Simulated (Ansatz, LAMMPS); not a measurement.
# Structural relaxation of a frame of liquid ethylene carbonate from 313 K (110 atoms), part 3 of 3

How does a frame of liquid ethylene carbonate from 313 K (110 atoms) relax, and what do bonds, charges and levels look like afterwards?

Ansatz 0.2.0; Kohn-Sham DFT, r2SCAN+D4, PAW (set soft_2), plane waves.

The cell: 33 O, 33 C and 44 H. The network of contacts between molecules at the start is that of the classical potential that made the cell. Sampling is at Γ alone, for a cell whose shortest periodic width is 11 Å.

So far, density (g/cm³): step 5 (local order after relaxation) 1.54.

**6. Single point at the relaxed geometry**

The electronic structure is read at the final geometry, in a run of its own.

Contents of input.yaml:

```yaml
crystal:
  lattice:
    - [9.60837, -0.25543, 0.16168]
    - [-0.25543, 9.46321, -0.04425]
    - [0.16168, -0.04425, 11.482]
  atoms:
    - { symbol: O, position: [0.39086, 0.03816, 0.94053] }
    - { symbol: C, position: [0.40944, 0.04614, 0.04377] }
    - { symbol: O, position: [0.30637, 0.04865, 0.12443] }
    - { symbol: C, position: [0.36322, 0.06335, 0.23914] }
    - { symbol: C, position: [0.51891, 0.04839, 0.21699] }
    - { symbol: O, position: [0.53493, 0.05812, 0.0912] }
    - { symbol: H, position: [0.33854, 0.16714, 0.27319] }
    - { symbol: H, position: [0.31619, 0.98036, 0.29438] }
    - { symbol: H, position: [0.55205, 0.94564, 0.24245] }
    - { symbol: H, position: [0.58195, 0.134, 0.25575] }
    - { symbol: O, position: [0.58415, 0.36222, 0.35148] }
    - { symbol: C, position: [0.69263, 0.37191, 0.40175] }
    - { symbol: O, position: [0.76297, 0.26073, 0.43428] }
    - { symbol: C, position: [0.89688, 0.31202, 0.47723] }
    - { symbol: C, position: [0.87397, 0.46696, 0.50308] }
    - { symbol: O, position: [0.75766, 0.49454, 0.43094] }
    - { symbol: H, position: [0.91883, 0.2526, 0.55422] }
    - { symbol: H, position: [0.97474, 0.29703, 0.40804] }
    - { symbol: H, position: [0.9612, 0.53877, 0.47703] }
    - { symbol: H, position: [0.84246, 0.48589, 0.59354] }
    - { symbol: O, position: [0.38844, 0.75224, 0.14204] }
    - { symbol: C, position: [0.35909, 0.68314, 0.22777] }
    - { symbol: O, position: [0.39233, 0.72242, 0.33537] }
    - { symbol: C, position: [0.34406, 0.61473, 0.41778] }
    - { symbol: C, position: [0.27093, 0.50173, 0.34155] }
    - { symbol: O, position: [0.29384, 0.55464, 0.22471] }
    - { symbol: H, position: [0.43471, 0.57718, 0.46017] }
    - { symbol: H, position: [0.27379, 0.66225, 0.48085] }
    - { symbol: H, position: [0.15913, 0.49067, 0.35862] }
    - { symbol: H, position: [0.31795, 0.40023, 0.34537] }
    - { symbol: O, position: [0.73683, 0.80821, 0.93311] }
    - { symbol: C, position: [0.71771, 0.73481, 0.01777] }
    - { symbol: O, position: [0.72502, 0.78314, 0.1277] }
    - { symbol: C, position: [0.71758, 0.66465, 0.20669] }
    - { symbol: C, position: [0.65795, 0.54425, 0.1317] }
    - { symbol: O, position: [0.68601, 0.59543, 0.01461] }
    - { symbol: H, position: [0.82287, 0.64589, 0.23305] }
    - { symbol: H, position: [0.65213, 0.69101, 0.28158] }
    - { symbol: H, position: [0.54592, 0.52425, 0.14325] }
    - { symbol: H, position: [0.71155, 0.44758, 0.14259] }
    - { symbol: O, position: [0.93516, 0.39179, 0.21701] }
    - { symbol: C, position: [0.02607, 0.3983, 0.14198] }
    - { symbol: O, position: [0.03325, 0.49173, 0.05638] }
    - { symbol: C, position: [0.16054, 0.47695, 0.98791] }
    - { symbol: C, position: [0.21315, 0.33768, 0.02996] }
    - { symbol: O, position: [0.13, 0.30922, 0.13522] }
    - { symbol: H, position: [0.1353, 0.4754, 0.89659] }
    - { symbol: H, position: [0.22992, 0.56757, 0.00816] }
    - { symbol: H, position: [0.32217, 0.34628, 0.05297] }
    - { symbol: H, position: [0.19473, 0.25008, 0.96946] }
    - { symbol: O, position: [0.20604, 0.53326, 0.69828] }
    - { symbol: C, position: [0.2428, 0.4178, 0.67039] }
    - { symbol: O, position: [0.30387, 0.33059, 0.74071] }
    - { symbol: C, position: [0.34188, 0.20528, 0.67771] }
    - { symbol: C, position: [0.29407, 0.23023, 0.55385] }
    - { symbol: O, position: [0.22769, 0.36335, 0.56318] }
    - { symbol: H, position: [0.4541, 0.19812, 0.68161] }
    - { symbol: H, position: [0.28789, 0.11521, 0.72045] }
    - { symbol: H, position: [0.21753, 0.15008, 0.52401] }
    - { symbol: H, position: [0.38077, 0.24219, 0.4911] }
    - { symbol: O, position: [0.0864, 0.76633, 0.33383] }
    - { symbol: C, position: [0.03796, 0.85512, 0.27509] }
    - { symbol: O, position: [0.98394, 0.97338, 0.31954] }
    - { symbol: C, position: [0.91152, 0.04099, 0.228] }
    - { symbol: C, position: [0.97813, 0.98031, 0.1183] }
    - { symbol: O, position: [0.02988, 0.84904, 0.15921] }
    - { symbol: H, position: [0.80137, 0.00901, 0.23805] }
    - { symbol: H, position: [0.92785, 0.15477, 0.23765] }
    - { symbol: H, position: [0.06711, 0.04516, 0.08514] }
    - { symbol: H, position: [0.90419, 0.95499, 0.05068] }
    - { symbol: O, position: [0.55981, 0.50547, 0.65054] }
    - { symbol: C, position: [0.5185, 0.60004, 0.71076] }
    - { symbol: O, position: [0.47678, 0.58727, 0.82227] }
    - { symbol: C, position: [0.41332, 0.7158, 0.85963] }
    - { symbol: C, position: [0.47053, 0.82255, 0.77051] }
    - { symbol: O, position: [0.50876, 0.73338, 0.67284] }
    - { symbol: H, position: [0.30106, 0.69592, 0.85546] }
    - { symbol: H, position: [0.4428, 0.74014, 0.94816] }
    [... 26 atom lines left out ...]
    - { symbol: C, position: [0.6962, 0.25874, 0.83756] }
    - { symbol: O, position: [0.7992, 0.2346, 0.74593] }
    - { symbol: H, position: [0.74357, 0.2261, 0.02058] }
    - { symbol: H, position: [0.80717, 0.3945, 0.96193] }
    - { symbol: H, position: [0.6402, 0.35056, 0.81405] }
    - { symbol: H, position: [0.62607, 0.16448, 0.84406] }
kpoints:
  mp_grid: { grid: [1, 1, 1] }
hamiltonian:
  xc: r2scan
  dispersion: d4
scf:
  occupations: { method: fixed }
output:
  forces: true
  stress: true
  populations: true
  dos:
    method: { smearing: { sigma: 0.08 } }
    de: 0.1
    projected: { site_lists: { C: [C], H: [H], O: [O] } }
  eigenvalues: true
  write_density: true
  write_potential: true
  volumetric_format: npy
```

On the command line:

```console
> ansatz run input.yaml --threads 4 --pin off --max-ram 8192MiB --backend cpu --events-out ev --progress --plain --runs-dir out
```

Log:

```text
[...]
Crystal: 110 atoms, lattice volume = 1043.001 Å³
Basis set: ecut = 500 eV, 26481 PW (Γ), exchange–correlation on 288×288×360 points (64 copies of the dense FFT grid, shifted against one another)
Bands: 297, of which v1, the nominal top of the filled ones, is band 187 counted from 1 (186 counted from 0)
Symmetry: 1 space group operations
[...]
k-points: 1
[...]
SCF iter   1: F=—  HF=-27755.179633 eV  |F-HF|=—  |Δ(HF+E_count)|=         —  Δρ=1.13e-2  dr2=1.28e0  dr2_τ=1.03e1  ethr=1.77e-3  ⟨swp⟩=5.0  Hψ=1041  notcnv=0  defer=105
[...]
SCF iter  10: F=-27754.583665 eV  HF=-27754.583665 eV  |F-HF|=8.04e-9  |Δ(HF+E_count)|=   2.27e-7  Δρ=1.87e-6  dr2=3.43e-8  dr2_τ=4.59e-9  ethr=2.67e-11  ⟨swp⟩=20.0  Hψ=2782  notcnv=0
SCF 1 converged in 10 iterations: F = -27754.583665 eV  dr2 = 3.43e-8
[...]
SCF converged after 10 iterations
Free energy (F): -27754.583665 eV
[...]
Internal energy: -27754.583665 eV  (E = F + TS)
E sigma→0 (E₀):  -27754.583665 eV
Fermi energy:    -0.558456 eV
[...]
--- Forces (eV/Å), atoms counted from 1 ---
  atom   1  O      0.00407926     0.00120490     0.00894805
  atom   2  C      0.00433498     0.00590605     0.00071830
  atom   3  O      0.00220884     0.00137816    -0.00115456
  atom   4  C     -0.00139362    -0.00081958    -0.00431138
  atom   5  C     -0.00450593     0.00255180     0.00564233
  atom   6  O     -0.01374400    -0.00164859    -0.00847570
  atom   7  H      0.00429297    -0.00144603     0.00033855
  atom   8  H      0.00123112     0.00216190     0.00178993
  atom   9  H      0.00161057    -0.00023438     0.00027863
  atom  10  H     -0.00026535    -0.00372775    -0.00160750
  atom  11  O      0.00828389     0.00227273     0.00640224
  atom  12  C     -0.00188054    -0.00093561    -0.00912042
  atom  13  O      0.00482864     0.00843437     0.00539921
  atom  14  C     -0.00871760    -0.00087672    -0.00340277
[...]
atom 109  H      0.00146560    -0.00022531     0.00040020
  atom 110  H     -0.00054939     0.00108166    -0.00020506
  max |Σ_I F_I| component: 1.48e-4 eV/Å
--- Stress (GPa, compression-positive) ---
       -0.038154       0.001456      -0.004243
        0.001456      -0.049333       0.001863
       -0.004243       0.001862      -0.032488
  P = ⅓ Tr σ = -0.0400 GPa (-0.400 kbar)
--- Band table (eV) ---
[...]
--- Löwdin populations: 110 sites ---
  site symbol       q [e]
     0      O      6.4601
     1      C      3.2384
     2      O      6.2932
[...]
109      H      0.7959
  spilling = 0.013023 (of n_electrons = 374.000000)
```

It took 27 s on 4 threads of Intel Xeon Platinum 8488C (Sapphire Rapids), shared host; peak memory 2.7 GiB.

Read from the output:

| Property | Result |
| --- | --- |
| free energy | -27754.5837 eV |
| free energy per atom | -252.3144 eV/atom |
| SCF cycles | 10 |
| pressure | -0.03999 GPa |
| r.m.s. force component | 0.00752 eV/Å |
| longest force | 0.05461 eV/Å |
| Fermi energy | -0.5585 eV |
| gap (highest filled to lowest empty level) | 6.726 eV |
| spilling of the projection | 0.01302 |

Löwdin charges by element (they lack the spilled electrons, 0.044 e an atom on average):

```tsv
element	coordination	atoms	mean charge (e)	spread	least	most
C	all	33	0.218	0.382	-0.0583	0.767
H	all	44	0.208	0.0106	0.185	0.234
O	all	33	-0.348	0.0747	-0.463	-0.272
```

States in the cell by windows of 1 eV, zero at the Fermi level; the larger projections on atomic orbitals stand beside the total:

```tsv
from (eV)	to (eV)	total	O p	C p	H s	O s	C s
-18	-14	0.0	0.0	0.0	0.0	0.0	0.0
-14	-13	20.2	3.5	1.4	3.5	1.1	10.5
-13	-12	1.8	0.3	0.1	0.3	0.1	0.9
-12	-11	0.0	0.0	0.0	0.0	0.0	0.0
-11	-10	22.0	7.8	4.9	3.2	0.1	5.6
-10	-9	0.0	0.0	0.0	0.0	0.0	0.0
-9	-8	22.0	9.5	6.0	0.3	3.8	2.1
-8	-7	2.8	0.9	1.4	0.4	0.0	0.0
-7	-6	33.9	12.8	13.9	4.2	1.8	0.6
-6	-5	29.3	9.9	10.1	5.3	1.7	1.9
-5	-4	33.3	16.1	10.6	3.6	2.3	0.1
-4	-3	32.7	13.3	13.0	5.1	0.9	0.1
-3	-2	43.6	24.7	13.5	2.5	2.0	0.5
-2	-1	1.6	1.2	0.2	0.1	0.0	0.0
-1	0	63.9	51.5	5.6	5.7	0.3	0.1
0	1	0.9	0.7	0.1	0.1	0.0	0.0
1	5	0.0	0.0	0.0	0.0	0.0	0.0
```

The curve was stored every 0.10 eV, coarse against its broadening of 0.08 eV, so these counts are rough.

With fixed occupations the program's Fermi level is the highest filled level; weight inside the gap is the broadening of levels at its edges.

Between -24 and -18 eV lie 66 more states.

The levels nearest the highest filled one (over half full), pooled over k-points and spins:

```tsv
level less the highest filled one (eV)	occupation
-0.172	2
-0.155	2
-0.120	2
-0.0899	2
-0.0376	2
0	2
6.73	0
6.86	0
6.86	0
6.94	0
6.97	0
6.99	0
```

Valence density in the ab plane at fractional z = 0.228, with atoms of C and H and O within 0.2 Å of it. It is the smooth field of the valence electrons, not physical close to the nuclei.

Ten steps, logarithmic in the rise over the least value, from '0' (0.0 e/Å³) to '9' (6.8 e/Å³), each cell a mean:
```
332100123443456642012455554
443210011211235531001222233
665310000000122210000000124
775310000111100000111000135
554310002333210001122100124
332210023554310012333211012
111100135665310124565432100
000000246665310135777664200
000001357764210135666764200
000013689853100123454442100
000013799852101122332211000
110013688741001112211001222
321001344320000111111013555
532100111100000001110025898
642111000000000000000026999
532221000000000000000024787
212221000000000000000012444
111211000000000000000001121
100100011221001110000001222
200000023443223332000012454
210000124654445653100124675
310000135666667753101245775
310000135677777652112466775
421000135665667642113677765
```
Columns run along a (9.6 Å), rows up along b (9.5 Å). Atoms in or near the plane, at fractional coordinates: C at (0.36, 0.06), C at (0.52, 0.05), H at (0.55, 0.95), C at (0.36, 0.68), O at (0.29, 0.55), H at (0.82, 0.65), O at (0.94, 0.39), C at (0.91, 0.04), H at (0.80, 0.01), H at (0.93, 0.15).

Electrostatic potential energy in the ab plane at fractional z = 0.228, with atoms of C and H and O within 0.2 Å of it. With pseudopotentials it is smooth inside the atoms' cores, unlike the true potential.

Ten even steps from '_' (-49 eV) to '@' (7 eV), each cell a mean:
```
%%%%@@@@@@@@@@@@@@%%%%@@%%##++==%%@@@@@@@@######****##
####%%@@@@@@@@@@@@@@@@@@@@@@++==%%@@@@@@@@@@@@@@@@%%%%
++==**%%@@@@@@@@@@@@@@@@@@@@@@@@@@@@@@@@@@@@@@@@@@@@%%
==--**%%@@@@@@@@@@@@@@@@@@@@@@@@@@@@@@@@@@@@@@@@@@@@##
##**%%@@@@@@@@@@@@@@@@@@@@@@@@@@@@@@@@@@@@@@@@@@@@@@%%
@@@@@@@@@@@@@@@@%%####%%@@@@@@@@@@@@@@%%%%@@@@@@@@@@@@
@@@@@@@@@@@@@@%%++____++%%@@@@@@@@%%**==++%%@@@@@@@@@@
@@@@@@@@@@@@@@%%--____--%%@@@@@@@@##::__..++==##@@@@@@
@@@@@@@@@@@@@@##==..::**%%@@@@@@@@%%--__::++..**@@@@@@
@@@@@@@@@@@@##::..--##%%@@@@@@@@@@%%##**##%%%%@@@@@@@@
@@@@@@@@@@@@++____::%%@@@@@@@@@@@@@@@@@@@@@@@@@@@@@@@@
@@@@@@@@@@@@##--::**@@@@@@@@@@@@@@@@@@@@@@@@@@@@@@@@@@
@@@@@@@@@@@@@@%%%%@@@@@@@@@@@@@@@@@@@@@@@@@@@@@@@@%%%%
##@@@@@@@@@@@@@@@@@@@@@@@@@@@@@@@@@@@@@@@@@@@@%%==::--
##%%@@@@@@@@@@@@@@@@@@@@@@@@@@@@@@@@@@@@@@@@@@##::__..
%%@@@@@@@@@@@@@@@@@@@@@@@@@@@@@@@@@@@@@@@@@@@@@@++--++
@@@@@@@@@@@@@@@@@@@@@@@@@@@@@@@@@@@@@@@@@@@@@@@@@@@@@@
@@@@@@@@@@@@@@@@@@@@@@@@@@@@@@@@@@@@@@@@@@@@@@@@@@@@@@
@@@@@@@@@@@@@@@@@@@@@@@@@@@@@@@@@@@@@@@@@@@@@@@@@@@@@@
@@@@@@@@@@@@@@@@@@%%%%@@@@@@@@%%%%@@@@@@@@@@@@@@**--##
@@@@@@@@@@@@@@@@%%****%%%%%%##****@@@@@@@@@@@@%%++--##
@@@@@@@@@@@@@@%%++____==##--::==##@@@@@@@@@@@@**----##
%%@@@@@@@@@@@@%%==____--==____::%%@@@@@@@@####--____==
%%@@@@@@@@@@@@@@##----##**::..==%%@@@@@@%%::----____++
```
Columns run along a (9.6 Å; values clipped at the 3rd and 97th percentile), rows up along b (9.5 Å). Atoms in or near the plane, at fractional coordinates: C at (0.36, 0.06), C at (0.52, 0.05), H at (0.55, 0.95), C at (0.36, 0.68), O at (0.29, 0.55), H at (0.82, 0.65), O at (0.94, 0.39), C at (0.91, 0.04), H at (0.80, 0.01), H at (0.93, 0.15).

Mean Löwdin charges: C +0.22, H +0.21, O -0.35 e (they miss 1.3 % of the electrons, so they add up to more than the cell's charge). The largest share in the top eV of filled states is O p (81 % of the projected weight), and in the lowest eV of empty states C p (52 % of the projected weight).

Local excerpt of 11 atoms (numbers count through the whole input) about C62, picked at random; x, y, z are measured from there.

```tsv
atom	x	y	z	distance (Å)	Löwdin charge (e)
C62	0.00	0.00	0.00	0.00	0.75
O61	0.50	-0.86	0.69	1.20	-0.45
O66	-0.09	-0.05	-1.33	1.34	-0.28
O63	-0.54	1.13	0.50	1.35	-0.32
C65	-0.63	1.21	-1.82	2.27	-0.05
C64	-1.27	1.79	-0.57	2.27	-0.05
H98	-1.63	-0.28	2.22	2.77	0.22
H67	-2.32	1.52	-0.47	2.81	0.19
H37	-2.02	-1.92	-0.51	2.84	0.21
H69	0.20	1.80	-2.18	2.84	0.20
H8	2.64	1.11	0.26	2.88	0.22
```

**7. A run with a doubtful setting**

A doubtful change is made on purpose, to see how the program answers.

Contents of input.yaml:

```yaml
crystal:
  lattice:
    - [10.67847, 0.0, 0.0]
    - [0.0, 10.67847, 0.0]
    - [0.0, 0.0, 10.67847]
  atoms:
    [... the 110 atom lines of step 3 ...]
kpoints:
  mp_grid: { grid: [1, 1, 1] }
  KSPACING: 400
hamiltonian:
  xc: r2scan
  dispersion: d4
scf:
  occupations: { method: fixed }
  max_iter: 50
output:
  forces: true
```

Log:

```text
Error: YAML parse error: error: line 119 column 3: unknown field `KSPACING`, expected one of mp_grid, list, band_path, initial_grid, further_shifts
   --> <input>:119:3
    |
117 | kpoints:
118 |   mp_grid: { grid: [1, 1, 1] }
119 |   KSPACING: 400
    |   ^ unknown field `KSPACING`, expected one of mp_grid, list, band_path, initial_grid, further_shifts
120 | hamiltonian:
121 |   xc: r2scan
    |
```

Wall time 0.02 s (4 threads); peak memory 0.029 GiB.

The program refused the input before any cycle.

The program's message: “Error: YAML parse error: error: line 119 column 3: unknown field `KSPACING`, expected one of mp_grid, list, band_path, initial_grid, further_shifts”

The fault in the input: a keyword of another program (kpoints.KSPACING = 400). The fix is to take the foreign keyword out.

**8. Summary of results**

* energy change in the relaxation: -67.5 meV/atom
* r.m.s. displacement: 1.019 Å
* largest displacement: 2.51 Å
* free energy per atom: -252.3144 eV/atom
* pressure: -0.03999 GPa
* r.m.s. force component: 0.00752 eV/Å
* gap (highest filled to lowest empty level): 6.726 eV
* wall time of the 3 DFT runs: 36 min

In words: Relaxation lowers the energy by 67.5 meV/atom and moves atoms by 1.0 Å r.m.s.; the r.m.s. force component goes from 1.2 to 0.0075 eV/Å, the pressure goes from 0.16 to -0.040 GPa, and the gap from 5.66 to 6.73 eV. Displacements are taken in the final cell, so they leave out its strain. The cell shrank by 14.3 % in volume. From the first step to the last the energy fell by 7.425 eV, across changes of basis, and the largest move was 2.51 Å (H19). The highest filled and lowest empty levels differ by 6.73 eV (at Γ alone); a semilocal functional tends to put such gaps too low. In a disordered cell it changes from sample to sample and from frame to frame.

Caveats: The network of contacts between molecules at the start is that of the classical potential that made the cell; in DFT atoms moved by 1.0 Å r.m.s.

[Logs are printed without paths, hosts, clocks, repeated set-up lines and the standing remarks that a program may print on its own settings, such as how far it seeks lower states.]

[Hosts, paths, dates, database ids (printed as entryN), source tags and the programs' standing remarks are cut or masked in the printed files.]
